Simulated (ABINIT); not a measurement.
## CdS (Hawleyite): G0W0 in ABINIT against the bands in the screening

How does the gap of CdS (Hawleyite) converge in the bands in the screening?

Main program and level: ABINIT 10.8.3; PBE and many-body steps on it, plane waves.

Report form: the programs' logs are mostly left out.

### 1. Starting point

The structure is cubic, space group F-43m (No. 216). The conventional cell has a = 5.833 Å, b = 5.833 Å, c = 5.833 Å, α = 90.00°, β = 90.00°, γ = 90.00°. Cd has 4 S at 2.53 Å nearest. S has 4 Cd at 2.53 Å nearest. Farther neighbours and most contacts between anions are not listed.

The cell and positions come from the Crystallography Open Database and are kept as given unless a step says otherwise.

### 2. Screening, 4×4×4 mesh, 21 bands, screening to 163.3 eV

This step: ABINIT 10.8.3; RPA screening on PBE, plane waves, norm-conserving pseudopotentials.

The RPA dielectric matrix is built and inverted for each q.

File run.abi:

```
acell 3*1.0 Angstrom
rprim 
  -0.000000000000 2.916500000000 2.916500000000
  2.916500000000 -0.000000000000 2.916500000000
  2.916500000000 2.916500000000 -0.000000000000
ntypat 2
znucl 48 16
natom 2
typat 1 2
xred 
  0.000000000000 0.000000000000 0.000000000000
  0.250000000000 0.250000000000 0.250000000000
pp_dirpath "pseudos"
pseudos "Cd.upf, S.upf"
ecut 47
ngkpt 4 4 4
nshiftk 1
shiftk 0 0 0
kptopt 1
chksymbreak 0
istwfk *1
occopt 1
irdwfk 1
optdriver 3
nband 21
ecuteps 6
inclvkb 2
awtr 1
symchi 1
indata_prefix "in"
outdata_prefix "out"
tmpdata_prefix "tmp"
```

On the command line:

```
$ OMP_NUM_THREADS=1 mpirun -n 8 abinit run.abi > log
```

Wall time 5.5 s (8 MPI ranks of AMD EPYC 7R43, shared host); peak memory 1 GiB.

Numbers from this step:

```
ε∞ with local fields, on this mesh, along the program's q direction : 10.82
the same without local fields                                       : 11.56
plasma frequency                                                    : 26.88 eV
plane waves in the screening matrix                                 : 259
```

Local fields lower ε∞ by 6 %. On a Γ-centred mesh this coarse the value itself is usually too large, while a short band sum pulls it down.

### 3. 21 bands

This step: G0W0 on PBE, plane waves, norm-conserving pseudopotentials.

run.abi, as its differences from that of step 2:

```diff
@@ -23,8 +23,15 @@
 irdwfk 1
-optdriver 3
-nband 21
+optdriver 4
+nband 93
+gwcalctyp 0
+ecutsigx 47
+symsigma 1
+nkptgw 1
+kptgw 
+  0.0000000000 0.0000000000 0.0000000000
+bdgw 
+  11 17
 ecuteps 6
-inclvkb 2
-awtr 1
-symchi 1
+irdscr 1
+ppmodel 1
 indata_prefix "in"
```

Run time: 6.1 s. Hardware: 8 MPI ranks; peak memory 1.3 GiB.

Numbers from this step:

```yaml
g0w0_gap_on_the_points_computed: 2.319 eV
starting_gap_on_the_mesh: 1.145 eV
k_of_the_valence_top: 0, 0, 0
k_of_the_conduction_bottom: 0, 0, 0
z_at_the_valence_top: 0.769
z_at_the_conduction_bottom: 0.807
least_direct_g0w0_gap_on_the_computed_points: 2.319 eV
```

### 4. Screening, 4×4×4 mesh, 31 bands, screening to 163.3 eV

This step: RPA screening on PBE, plane waves, norm-conserving pseudopotentials.

run.abi, as its differences from that of step 3:

```diff
@@ -23,15 +23,8 @@
 irdwfk 1
-optdriver 4
-nband 93
-gwcalctyp 0
-ecutsigx 47
-symsigma 1
-nkptgw 1
-kptgw 
-  0.0000000000 0.0000000000 0.0000000000
-bdgw 
-  11 17
+optdriver 3
+nband 31
 ecuteps 6
-irdscr 1
-ppmodel 1
+inclvkb 2
+awtr 1
+symchi 1
 indata_prefix "in"
```

It took 9.2 s on 8 MPI ranks; peak memory 1.6 GiB; 71 s of CPU time.

Numbers from this step:

```
ε∞ with local fields, on this mesh, along the program's q direction : 10.92
the same without local fields                                       : 11.66
plasma frequency                                                    : 26.88 eV
plane waves in the screening matrix                                 : 259
```

### 5. 31 bands

The self-energy is evaluated for the states that the input lists, and the levels follow from it, in one-shot runs by the linearised quasiparticle equation.

This step: G0W0 on PBE, plane waves, norm-conserving pseudopotentials.

run.abi, as its differences from that of step 4:

```diff
@@ -23,8 +23,15 @@
 irdwfk 1
-optdriver 3
-nband 31
+optdriver 4
+nband 93
+gwcalctyp 0
+ecutsigx 47
+symsigma 1
+nkptgw 1
+kptgw 
+  0.0000000000 0.0000000000 0.0000000000
+bdgw 
+  11 17
 ecuteps 6
-inclvkb 2
-awtr 1
-symchi 1
+irdscr 1
+ppmodel 1
 indata_prefix "in"
```

Run time: 6.3 s. Hardware: 8 MPI ranks; peak memory 1.7 GiB.

This step gave:

| Item | Value |
| --- | --- |
| G0W0 gap on the points computed | 2.192 eV |
| starting gap on the mesh | 1.145 eV |
| k of the valence top | 0, 0, 0 |
| k of the conduction bottom | 0, 0, 0 |
| Z at the valence top | 0.774 |
| Z at the conduction bottom | 0.809 |
| least direct G0W0 gap on the computed points | 2.192 eV |

The gap on the mesh goes from 1.14 eV to 2.19 eV, a correction of +1.05 eV.

### 6. Screening, 4×4×4 mesh, 93 bands, screening to 163.3 eV

This step: RPA screening on PBE, plane waves, norm-conserving pseudopotentials.

run.abi, as its differences from that of step 5:

```diff
@@ -23,15 +23,8 @@
 irdwfk 1
-optdriver 4
+optdriver 3
 nband 93
-gwcalctyp 0
-ecutsigx 47
-symsigma 1
-nkptgw 1
-kptgw 
-  0.0000000000 0.0000000000 0.0000000000
-bdgw 
-  11 17
 ecuteps 6
-irdscr 1
-ppmodel 1
+inclvkb 2
+awtr 1
+symchi 1
 indata_prefix "in"
```

It took 25 s on 8 MPI ranks; peak memory 2 GiB; 3.3 min of CPU time.

This step gave:

```
ε∞ with local fields, on this mesh, along the program's q direction : 11.06
the same without local fields                                       : 11.77
plasma frequency                                                    : 26.88 eV
plane waves in the screening matrix                                 : 259
```

### 7. 93 bands

This step: G0W0 on PBE, plane waves, norm-conserving pseudopotentials.

run.abi, as its differences from that of step 6:

```diff
@@ -23,8 +23,15 @@
 irdwfk 1
-optdriver 3
+optdriver 4
 nband 93
+gwcalctyp 0
+ecutsigx 47
+symsigma 1
+nkptgw 1
+kptgw 
+  0.0000000000 0.0000000000 0.0000000000
+bdgw 
+  11 17
 ecuteps 6
-inclvkb 2
-awtr 1
-symchi 1
+irdscr 1
+ppmodel 1
 indata_prefix "in"
```

Wall time 6.4 s (8 MPI ranks); peak memory 1.7 GiB; 48 s of CPU time.

Numbers from this step:

| Quantity | Value |
| --- | --- |
| G0W0 gap on the points computed | 2.052 eV |
| starting gap on the mesh | 1.145 eV |
| k of the valence top | 0, 0, 0 |
| k of the conduction bottom | 0, 0, 0 |
| least direct G0W0 gap on the computed points | 2.052 eV |

Against the run before, the gap moves by −0.140 eV.

### 8. Screening, 4×4×4 mesh, 199 bands, screening to 163.3 eV

This step: RPA screening on PBE, plane waves, norm-conserving pseudopotentials.

run.abi, as its differences from that of step 7:

```diff
@@ -23,15 +23,8 @@
 irdwfk 1
-optdriver 4
-nband 93
-gwcalctyp 0
-ecutsigx 47
-symsigma 1
-nkptgw 1
-kptgw 
-  0.0000000000 0.0000000000 0.0000000000
-bdgw 
-  11 17
+optdriver 3
+nband 199
 ecuteps 6
-irdscr 1
-ppmodel 1
+inclvkb 2
+awtr 1
+symchi 1
 indata_prefix "in"
```

It took 53 s on 8 MPI ranks; peak memory 2.7 GiB.

Numbers from this step:

```
ε∞ with local fields, on this mesh, along the program's q direction : 11.07
the same without local fields                                       : 11.78
plasma frequency                                                    : 26.88 eV
plane waves in the screening matrix                                 : 259
```

### 9. 199 bands

This step: G0W0 on PBE, plane waves, norm-conserving pseudopotentials.

run.abi, as its differences from that of step 8:

```diff
@@ -23,8 +23,15 @@
 irdwfk 1
-optdriver 3
-nband 199
+optdriver 4
+nband 93
+gwcalctyp 0
+ecutsigx 47
+symsigma 1
+nkptgw 1
+kptgw 
+  0.0000000000 0.0000000000 0.0000000000
+bdgw 
+  11 17
 ecuteps 6
-inclvkb 2
-awtr 1
-symchi 1
+irdscr 1
+ppmodel 1
 indata_prefix "in"
```

Elapsed: 6.6 s, on 8 MPI ranks; peak memory 1.7 GiB.

This step gave:

```yaml
g0w0_gap_on_the_points_computed: 2.045 eV
starting_gap_on_the_mesh: 1.145 eV
k_of_the_valence_top: 0, 0, 0
k_of_the_conduction_bottom: 0, 0, 0
least_direct_g0w0_gap_on_the_computed_points: 2.045 eV
```

Against the run before, the gap moves by −0.007 eV.

### 10. The runs together

Times are wall times on 8 MPI ranks of AMD EPYC 7R43, shared host, good to a factor of about two. A run's time includes the screening step that it read.

```
      run   mesh  bands  screening cutoff (eV)  DFT gap (eV)  gap on the mesh (eV)  direct (eV)  ε∞ used  time
 21 bands  4×4×4     93                  163.3         1.145                 2.319        2.319    10.82  12 s
 31 bands  4×4×4     93                  163.3         1.145                 2.192        2.192    10.92  15 s
 93 bands  4×4×4     93                  163.3         1.145                 2.052        2.052    11.06  32 s
199 bands  4×4×4     93                  163.3         1.145                 2.045        2.045    11.07  60 s
```

### 11. Summary of results

```json
{"21 bands": "2.319 eV", "31 bands": "2.192 eV", "93 bands": "2.052 eV", "199 bands": "2.045 eV", "known limits": "not at the basis limit; no spin-orbit coupling; coarse k mesh"}
```

**Reading.** The setting moved: bands in the screening. From 21 bands to 199 bands the gap moves by −0.27 eV, for 5.1 times the time. It holds to 0.03 eV from 93 bands on. Bands and screening cutoff are coupled, so a series along one setting does not show full convergence. Bands and cutoff are finite, so the gap is not at the basis limit. The miss can reach some tenths of an eV and take either sign; the mesh is an error of its own. In the G0W0 runs levels were corrected at 1 k point alone, so a gap called «on the mesh» is the least over those, and an edge elsewhere would be missed. The 4×4×4 mesh is coarse for this cell, which bears on the long-range parts of exchange and screening. The many-body steps are scalar-relativistic: spin-orbit coupling is not in them.

[Paths, hosts, dates, memory and timing lines, banners, echoed tables and standing remarks are left out of the program output.]

[Logs are printed without paths, hosts, clocks, repeated set-up lines and the standing remarks that a program may print on its own settings, such as how far it seeks lower states.]

[Runs of the session that timed out or met a known fault of the program may be left out.]

[Hosts, paths, dates, database ids (printed as entryN), source tags and the programs' standing remarks are cut or masked in the printed files.]

[G0W0 gaps are taken among the corrected bands and points alone; a level outside them can change the order at an edge.]

[Where Ansatz stands beside ABINIT at settings called matched, ABINIT's density can come from a denser mesh and the files from another edition; pairs whose starting gaps differed by over 0.03 eV were left out, so agreement reads better than it is.]
